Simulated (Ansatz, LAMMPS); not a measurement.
# Relaxing glassy 55SiO2-24Al2O3-11BaO-11CaO (mol %) (124 atoms), part 2 of 3

Aim: bring glassy 55SiO2-24Al2O3-11BaO-11CaO (mol %) (124 atoms) to a nearby minimum of the energy and see what moves.

Ansatz 0.2.0; Kohn-Sham DFT, PBE, PAW (set soft_2), plane waves.

The cell: 21 Si, 18 Al, 4 Ba, 4 Ca and 77 O. The quench rate of 60 K/ps is orders of magnitude faster than experiment. The starting topology of bonds comes from the classical model. The Brillouin zone is sampled at Γ only, in a cell whose shortest periodic width is 12 Å. Spin–orbit coupling is left out.

So far. Step 3 (Single point at the start): The r.m.s. force component of 1.2 eV/Å and the pressure of 8.2 GPa set the starting point.

## Step 4: Relaxation

With the cell held, the atoms are moved downhill towards a nearby minimum.

The input, input.yaml:

```yaml
crystal:
  lattice:
    - [11.74621, 0.0, 0.0]
    - [0.0, 11.74621, 0.0]
    - [0.0, 0.0, 11.74621]
  atoms:
    [... the 124 atom lines of step 3 ...]
kpoints:
  mp_grid: { grid: [1, 1, 1] }
hamiltonian:
  xc: pbe
scf:
  occupations: { method: gaussian, width: 0.025 }
output:
  forces: true
relax:
  f_tol: 0.05
  max_steps: 200
```

Launch:

```bash
$ ansatz run input.yaml --threads 4 --pin off --max-ram 8192MiB --backend cpu --events-out ev --progress --plain --runs-dir out
```

Numbers of over 12 decimals in the logs are rounded to 6 here.

Output:

```text
[...]
Crystal: 124 atoms, lattice volume = 1620.665 Å³
Basis set: ecut = 420 eV, 31559 PW (Γ), exchange–correlation on 160×160×160 points (8 copies of the dense FFT grid, shifted against one another)
Bands: 464, of which v1, the nominal top of the filled ones, is band 340 counted from 1 (339 counted from 0)
Symmetry: 1 space group operations
[...]
k-points: 1
[...]
SCF iter   1: F=—  HF=-97935.182860 eV  |F-HF|=—  |Δ(HF+E_count)|=         —  Δρ=2.07e-3  dr2=8.85e-2  ethr=1.77e-3  ⟨swp⟩=7.0  Hψ=2257  notcnv=0  defer=96
[...]
SCF iter   6: F=-97935.202577 eV  HF=-97935.202573 eV  |F-HF|=3.91e-6  |Δ(HF+E_count)|=   5.78e-6  Δρ=3.55e-5  dr2=2.11e-5  ethr=9.19e-9  ⟨swp⟩=2.0  Hψ=1399  notcnv=0
SCF 1 converged in 6 iterations: F = -97935.202577 eV  dr2 = 2.11e-5
[...]
relax step   1: F+E_penalty+E_count = -97935.20257690 eV  Δ(F+E_penalty+E_count) = +0.000e0 eV  max|allowed force component| = 4.659e0 eV/Å  Δτ_max = 0.0000 Å  (6 SCF iters, dr2 threshold 6.25e-5 eV, accepted)
[...]
relax step   2: F+E_penalty+E_count = -97940.19831470 eV  Δ(F+E_penalty+E_count) = -4.996e0 eV  max|allowed force component| = 2.770e0 eV/Å  Δτ_max = 0.1950 Å  (7 SCF iters, dr2 threshold 1.00e-4 eV, accepted)
[...]
relax step   3: F+E_penalty+E_count = -97943.54534804 eV  Δ(F+E_penalty+E_count) = -3.347e0 eV  max|allowed force component| = 8.292e-1 eV/Å  Δτ_max = 0.1958 Å  (7 SCF iters, dr2 threshold 1.00e-4 eV, accepted)
relax step   4: F+E_penalty+E_count = -97944.48994871 eV  Δ(F+E_penalty+E_count) = -9.446e-1 eV  max|allowed force component| = 5.510e-1 eV/Å  Δτ_max = 0.2000 Å  (7 SCF iters, dr2 threshold 6.16e-5 eV, accepted)
relax step   5: F+E_penalty+E_count = -97944.81542152 eV  Δ(F+E_penalty+E_count) = -3.255e-1 eV  max|allowed force component| = 6.010e-1 eV/Å  Δτ_max = 0.1826 Å  (7 SCF iters, dr2 threshold 2.72e-5 eV, accepted)
relax step   6: F+E_penalty+E_count = -97945.12810857 eV  Δ(F+E_penalty+E_count) = -3.127e-1 eV  max|allowed force component| = 7.377e-1 eV/Å  Δτ_max = 0.2000 Å  (7 SCF iters, dr2 threshold 1.00e-4 eV, accepted)
relax step   7: F+E_penalty+E_count = -97945.22985979 eV  Δ(F+E_penalty+E_count) = -1.018e-1 eV  max|allowed force component| = 3.219e-1 eV/Å  Δτ_max = 0.0910 Å  (5 SCF iters, dr2 threshold 1.00e-4 eV, accepted)
relax step   8: F+E_penalty+E_count = -97945.34377093 eV  Δ(F+E_penalty+E_count) = -1.139e-1 eV  max|allowed force component| = 2.026e-1 eV/Å  Δτ_max = 0.2000 Å  (7 SCF iters, dr2 threshold 1.97e-5 eV, accepted)
relax step   9: F+E_penalty+E_count = -97945.38440410 eV  Δ(F+E_penalty+E_count) = -4.063e-2 eV  max|allowed force component| = 1.902e-1 eV/Å  Δτ_max = 0.0969 Å  (7 SCF iters, dr2 threshold 7.81e-6 eV, accepted)
relax step  10: F+E_penalty+E_count = -97945.40642740 eV  Δ(F+E_penalty+E_count) = -2.202e-2 eV  max|allowed force component| = 1.058e-1 eV/Å  Δτ_max = 0.0500 Å  (5 SCF iters, dr2 threshold 1.43e-5 eV, accepted)
relax step  11: F+E_penalty+E_count = -97945.42233659 eV  Δ(F+E_penalty+E_count) = -1.591e-2 eV  max|allowed force component| = 9.166e-2 eV/Å  Δτ_max = 0.0325 Å  (7 SCF iters, dr2 threshold 3.46e-6 eV, accepted)
relax step  12: F+E_penalty+E_count = -97945.43435185 eV  Δ(F+E_penalty+E_count) = -1.202e-2 eV  max|allowed force component| = 8.283e-2 eV/Å  Δτ_max = 0.0494 Å  (7 SCF iters, dr2 threshold 2.60e-6 eV, accepted)
relax step  13: F+E_penalty+E_count = -97945.44110918 eV  Δ(F+E_penalty+E_count) = -6.757e-3 eV  max|allowed force component| = 7.374e-2 eV/Å  Δτ_max = 0.0210 Å  (6 SCF iters, dr2 threshold 5.15e-6 eV, accepted)
relax step  14: F+E_penalty+E_count = -97945.44350499 eV  Δ(F+E_penalty+E_count) = -2.396e-3 eV  max|allowed force component| = 1.008e-1 eV/Å  Δτ_max = 0.0552 Å  (6 SCF iters, dr2 threshold 4.31e-6 eV, accepted)
relax step  15: F+E_penalty+E_count = -97945.45168540 eV  Δ(F+E_penalty+E_count) = -8.180e-3 eV  max|allowed force component| = 7.040e-2 eV/Å  Δτ_max = 0.0194 Å  (6 SCF iters, dr2 threshold 8.05e-6 eV, accepted)
relax step  16: F+E_penalty+E_count = -97945.44390890 eV  Δ(F+E_penalty+E_count) = +7.777e-3 eV  max|allowed force component| = 2.100e-1 eV/Å  Δτ_max = 0.1836 Å  (10 SCF iters, rejected (line search))
relax step  17: F+E_penalty+E_count = -97945.46596488 eV  Δ(F+E_penalty+E_count) = -1.428e-2 eV  max|allowed force component| = 6.952e-2 eV/Å  Δτ_max = 0.0894 Å  (9 SCF iters, accepted)
relax step  18: F+E_penalty+E_count = -97945.47205483 eV  Δ(F+E_penalty+E_count) = -6.090e-3 eV  max|allowed force component| = 1.309e-1 eV/Å  Δτ_max = 0.0975 Å  (9 SCF iters, accepted)
relax step  19: F+E_penalty+E_count = -97945.47787779 eV  Δ(F+E_penalty+E_count) = -5.823e-3 eV  max|allowed force component| = 1.319e-1 eV/Å  Δτ_max = 0.0314 Å  (5 SCF iters, dr2 threshold 1.67e-5 eV, accepted)
relax step  20: F+E_penalty+E_count = -97945.49685958 eV  Δ(F+E_penalty+E_count) = -1.898e-2 eV  max|allowed force component| = 2.156e-1 eV/Å  Δτ_max = 0.1929 Å  (7 SCF iters, dr2 threshold 1.74e-5 eV, accepted)
relax step  21: F+E_penalty+E_count = -97945.49956054 eV  Δ(F+E_penalty+E_count) = -2.701e-3 eV  max|allowed force component| = 1.116e-1 eV/Å  Δτ_max = 0.0894 Å  (6 SCF iters, dr2 threshold 4.65e-5 eV, accepted)
relax step  22: F+E_penalty+E_count = -97945.48115884 eV  Δ(F+E_penalty+E_count) = +1.840e-2 eV  max|allowed force component| = 4.681e-1 eV/Å  Δτ_max = 0.2000 Å  (8 SCF iters, dr2 threshold 3.33e-6 eV, rejected (line search))
relax step  23: F+E_penalty+E_count = -97945.53128528 eV  Δ(F+E_penalty+E_count) = -3.172e-2 eV  max|allowed force component| = 1.286e-1 eV/Å  Δτ_max = 0.0960 Å  (9 SCF iters, accepted)
relax step  24: F+E_penalty+E_count = -97945.55182588 eV  Δ(F+E_penalty+E_count) = -2.054e-2 eV  max|allowed force component| = 9.340e-2 eV/Å  Δτ_max = 0.1000 Å  (7 SCF iters, dr2 threshold 4.42e-6 eV, accepted)
relax step  25: F+E_penalty+E_count = -97945.55188556 eV  Δ(F+E_penalty+E_count) = -5.968e-5 eV  max|allowed force component| = 1.278e-1 eV/Å  Δτ_max = 0.0686 Å  (7 SCF iters, dr2 threshold 4.60e-6 eV, accepted)
relax step  26: F+E_penalty+E_count = -97945.53229427 eV  Δ(F+E_penalty+E_count) = +1.959e-2 eV  max|allowed force component| = 1.627e-1 eV/Å  Δτ_max = 0.1596 Å  (7 SCF iters, dr2 threshold 8.61e-6 eV, rejected (line search))
[...]
relax step  27: F+E_penalty+E_count = -97945.55821986 eV  Δ(F+E_penalty+E_count) = -6.334e-3 eV  max|allowed force component| = 4.321e-2 eV/Å  Δτ_max = 0.0268 Å  (9 SCF iters, accepted)
SCF converged after 9 iterations
Free energy (F): -97945.558220 eV
[...]
Internal energy: -97945.558220 eV  (E = F + TS)
E sigma→0 (E₀):  -97945.558220 eV
Fermi energy:    6.631434 eV
[...]
--- Forces (eV/Å), atoms counted from 1 ---
  atom   1  Si    -0.00701980    -0.00235761    -0.00995822
  atom   2  Si    -0.00379356    -0.00897812    -0.00839974
  atom   3  Si    -0.00455149     0.00433579     0.00756517
  atom   4  Si    -0.00750030     0.00564512     0.01905842
  atom   5  Si    -0.01967784     0.00383787    -0.00211072
  atom   6  Si    -0.00438100    -0.00212386     0.00537914
  atom   7  Si     0.01223354     0.00501949    -0.00207598
  atom   8  Si    -0.00453749     0.00790084     0.00297764
  atom   9  Si     0.02180453    -0.02034508    -0.00118555
  atom  10  Si    -0.00784220     0.00199931    -0.00598180
  atom  11  Si     0.00050997    -0.00046154    -0.01693933
  atom  12  Si    -0.00121011     0.00838285     0.00776096
  atom  13  Si    -0.01334673    -0.00393804     0.01246263
  atom  14  Si    -0.01007223    -0.00911352     0.01716003
[...]
atom 123  O     -0.00572174    -0.00067208    -0.00016905
  atom 124  O     -0.00278873     0.00186434    -0.00251373
  max |Σ_I F_I| component: 2.78e-4 eV/Å
--- Relaxed structure (27 steps of the walk, 24 accepted, 0 SCFs on fresh bases) ---
  F+E_penalty+E_count = -97945.55821986 eV   max|allowed force component| = 4.321e-2 eV/Å
  atoms:
    - { symbol: Si, position: [0.485321, 0.766859, 0.893419] }
    - { symbol: Si, position: [0.337807, 0.338077, 0.841142] }
    - { symbol: Si, position: [0.222631, 0.340123, 0.188483] }
    - { symbol: Si, position: [0.437852, 0.148089, 0.389692] }
[...]
- { symbol: O, position: [0.289113, 0.462111, 0.773728] }
```

Elapsed: 5.5 min, on 4 threads of Intel Xeon Platinum 8488C (Sapphire Rapids), shared host; peak memory 2.4 GiB; 20 min of CPU time.

Step by step (22 of 27):

```
step  energy less that of the first step (eV)  largest force component (eV/Å)
   1                                   0.0000                          4.6593
   2                                  -4.9957                          2.7696
   3                                  -8.3428                          0.8292
   5                                  -9.6128                          0.6010
   6                                  -9.9255                          0.7377
   7                                 -10.0273                          0.3219
   8                                 -10.1412                          0.2026
  10                                 -10.2038                          0.1058
  11                                 -10.2198                          0.0917
  12                                 -10.2318                          0.0828
  13                                 -10.2385                          0.0737
  15                                 -10.2491                          0.0704
  16                                 -10.2413                          0.2100
  17                                 -10.2634                          0.0695
  18                                 -10.2695                          0.1309
  20                                 -10.2943                          0.2156
  21                                 -10.2970                          0.1116
  22                                 -10.2786                          0.4681
  23                                 -10.3287                          0.1286
  25                                 -10.3493                          0.1278
  26                                 -10.3297                          0.1627
  27                                 -10.3556                          0.0432
```

Relaxation steps 16, 22, 26 were tried and not accepted.

The atoms that moved most (Å):

```
atom      dx      dy      dz  length
 O58   0.291  -0.503  -0.570   0.814
 O79  -0.276  -0.659  -0.344   0.793
Ba43  -0.420  -0.615  -0.197   0.770
 O87  -0.614  -0.102  -0.336   0.707
 O96  -0.666  -0.167  -0.046   0.689
O112  -0.173  -0.526  -0.299   0.629
O113  -0.401  -0.086   0.474   0.627
 O77   0.423  -0.334   0.316   0.625
```

The relaxation changed the energy by -83.5 meV/atom, and atoms moved by 0.33 Å r.m.s., 0.81 Å at most.

## Step 5: Distances and neighbours after relaxation

Bonds before and after, by the cutoffs listed below:

```
pair  bonds before  bonds after  mean before (Å)  mean after (Å)  spread before (Å)  spread after (Å)
O-Si            84           84            1.609           1.636              0.053             0.032
O-Al            73           74            1.760           1.788              0.090             0.067
O-Ba            25           27            2.945           2.828              0.197             0.173
O-Ca            24           26            2.534           2.503              0.189             0.190
```

Density 3.09 g/cm³, 13.07 Å³ an atom.

Pair distribution functions g(r), in bins of 0.2 Å:

```
r (Å)  total   O-O   O-Si  O-Al  O-Ba  O-Ca  Si-Si
 1.50   0.27  0.00   1.28  0.00  0.00  0.00   0.00
 1.70   3.83  0.00  11.23  8.18  0.00  0.00   0.00
 1.90   0.44  0.00   0.00  2.44  0.00  0.00   0.00
 2.10   0.09  0.00   0.00  0.22  0.00  1.35   0.00
 2.30   0.09  0.00   0.00  0.00  0.00  2.26   0.00
 2.50   0.51  0.90   0.00  0.00  0.94  3.01   0.00
 2.70   1.81  4.02   0.00  0.19  2.58  2.00   0.00
 2.90   1.18  1.98   0.05  0.33  2.75  0.25   2.42
 3.10   0.96  1.02   0.46  0.58  0.66  0.65   2.09
 3.30   1.05  0.88   1.04  1.07  0.58  0.00   1.39
 3.50   0.78  0.61   0.91  0.57  0.82  1.02   0.00
 3.70   0.94  0.61   1.38  1.26  0.75  0.92   0.00
 3.90   1.03  0.64   1.54  1.46  1.09  0.55   0.76
 4.10   1.11  0.52   2.23  1.30  1.12  0.75   1.75
 4.30   1.22  0.78   1.62  1.99  0.89  1.01   0.95
 4.50   0.94  0.84   0.98  1.15  0.93  0.83   0.72
 4.70   1.00  1.25   0.51  0.59  1.50  2.37   1.60
 4.90   0.94  1.29   0.51  0.75  1.15  1.31   0.97
 5.10   1.08  1.39   0.75  0.80  1.20  1.30   1.34
 5.30   1.08  1.42   0.71  0.76  0.90  0.67   1.65
 5.50   0.93  1.10   0.87  0.74  0.97  0.48   0.97
 5.70   0.98  0.98   0.97  0.86  1.03  0.71   0.54
```

Bonds by pair of elements; cutoffs follow the first minimum of g(r), held within bounds set by covalent radii, and pairs that aren't listed don't count as bonded:

```
pair A-B  cutoff (Å)  bonds  mean length (Å)  spread (Å)  shortest (Å)  B about A  A about B
    O-Si        2.12     84             1.64       0.032          1.56       1.09          4
    O-Al        2.38     74             1.79       0.067          1.70      0.961       4.11
    O-Ba        3.29     27             2.83       0.173          2.56      0.351       6.75
    O-Ca        2.98     26             2.50        0.19          2.15      0.338        6.5
```

How many atoms have how many bonded neighbours:

```
element  mean   2   3   4  5  6  7  8
     Al  4.11   0   0  16  2  0  0  0
     Ba  6.75   0   0   0  1  0  2  1
     Ca   6.5   0   0   0  0  2  2  0
      O  2.74  26  45   6  0  0  0  0
     Si     4   0   0  21  0  0  0  0
```

Bond angles, per cent of each kind in bins of 5°:

```
angle (°)  O-Si-O  O-Al-O  O-Ba-O  O-Ca-O  Al-O-Si
    45–50     0.0     0.0     1.2     0.0      0.0
    50–55     0.0     0.0    11.3     0.0      0.0
    55–60     0.0     0.0     2.5     8.3      0.0
    60–65     0.0     0.0     7.5     5.6      0.0
    65–70     0.0     0.0     3.8     6.9      0.0
    70–75     0.0     0.0     3.8     2.8      0.0
    75–80     0.0     0.0     6.2     5.6      0.0
    80–85     0.0     5.2     6.2     6.9      0.0
    85–90     0.0     2.6     5.0     4.2      0.0
    90–95     0.0     2.6     6.2     8.3      0.0
   95–100     1.6     9.5     2.5     8.3      0.0
  100–105    18.3    19.0     2.5     5.6      0.0
  105–110    35.7    23.3     5.0     5.6      4.1
  110–115    29.4    12.1     3.8     1.4      8.2
  115–120    12.7    12.1    10.0     5.6     20.4
  120–125     2.4     6.9     2.5     2.8     10.2
  125–130     0.0     0.9     1.2     1.4     12.2
  130–135     0.0     0.9     3.8     4.2      4.1
  135–140     0.0     2.6     3.8     1.4      4.1
  140–145     0.0     0.0     2.5     2.8     10.2
  145–150     0.0     0.0     2.5     4.2      6.1
  150–155     0.0     0.9     1.2     2.8      8.2
  155–160     0.0     0.9     0.0     2.8      2.0
  160–165     0.0     0.0     2.5     1.4     10.2
  165–170     0.0     0.0     2.5     1.4      0.0
  170–175     0.0     0.9     0.0     0.0      0.0
```

Bond angles (no mean is given where the spread exceeds 20°):

```
  angle  count  mean (°)  spread (°)
 O-Si-O    126       109           5
 O-Al-O    116       109          14
 O-Ba-O     80         -           -
 O-Ca-O     72         -           -
Al-O-Si     49       133        16.6
```

Oxygen atoms by the number of network formers (Si, P, Ge, B, Al, As, Ga) bound to them:

```
network formers bound to O  O atoms  per cent
                         0        0         0
                         1        4       5.2
                         2       65      84.4
                         3        8      10.4
```

Network units: each former by its oxygen neighbours and how many of them bridge to another former:

```
former  O neighbours  bridging O  atoms
    Si             4           3      3
    Si             4           4     18
    Al             4           3      1
    Al             4           4     15
    Al             5           5      2
```

Bond length by coordination (bonds to H left out):

```
element  coordination  atoms  mean bond length (Å)
     Al             4     16                  1.77
     Al             5      2                  1.87
     Ba             5      1                  2.76
     Ba             7      2                  2.84
     Ba             8      1                  2.85
     Ca             6      2                  2.46
     Ca             7      2                  2.54
      O             2     26                  1.66
      O             3     45                  2.01
      O             4      6                  2.22
```

Rings of the network by King's shortest-path rule, up to 12 atoms, one path for each pair of neighbours; H, halogens, alkali and alkaline-earth atoms are left out, and the last column divides by all other atoms, bonded or not:

```
ring size (atoms)  rings  per network atom
                4      3             0.026
                6      2             0.017
                8     13             0.112
               10     25             0.216
               12     23             0.198
```

For some of the pairs, g(r) has its first main peak near 2.7 Å (O-O), 1.6 Å (O-Si), 1.8 Å (O-Al), 2.9 Å (O-Ba) and 2.4 Å (O-Ca). With the cutoffs above, 89 % of Al atoms have 4, 50 % of Ba atoms have 7, 50 % of Ca atoms have 6 and as many 7 and 58 % of O atoms have 3 bonded neighbours. The O-Si-O angle averages 109° with a spread of 5°. 84 % of the oxygens bridge two formers (Si and Al) and 5 % are non-bridging; 10 % join three. The commonest Si unit has 4 oxygens, 4 of them shared with other formers (18 of 21 atoms). Rings of 10 atoms are the most common (38 % of those counted); sizes run from 4 to 12, where the search stops.

(Part 2 of 3 ends here.)

[Logs are printed without paths, hosts, clocks, repeated set-up lines and the standing remarks that a program may print on its own settings, such as how far it seeks lower states.]

[Hosts, paths, dates, database ids (printed as entryN), source tags and the programs' standing remarks are cut or masked in the printed files.]
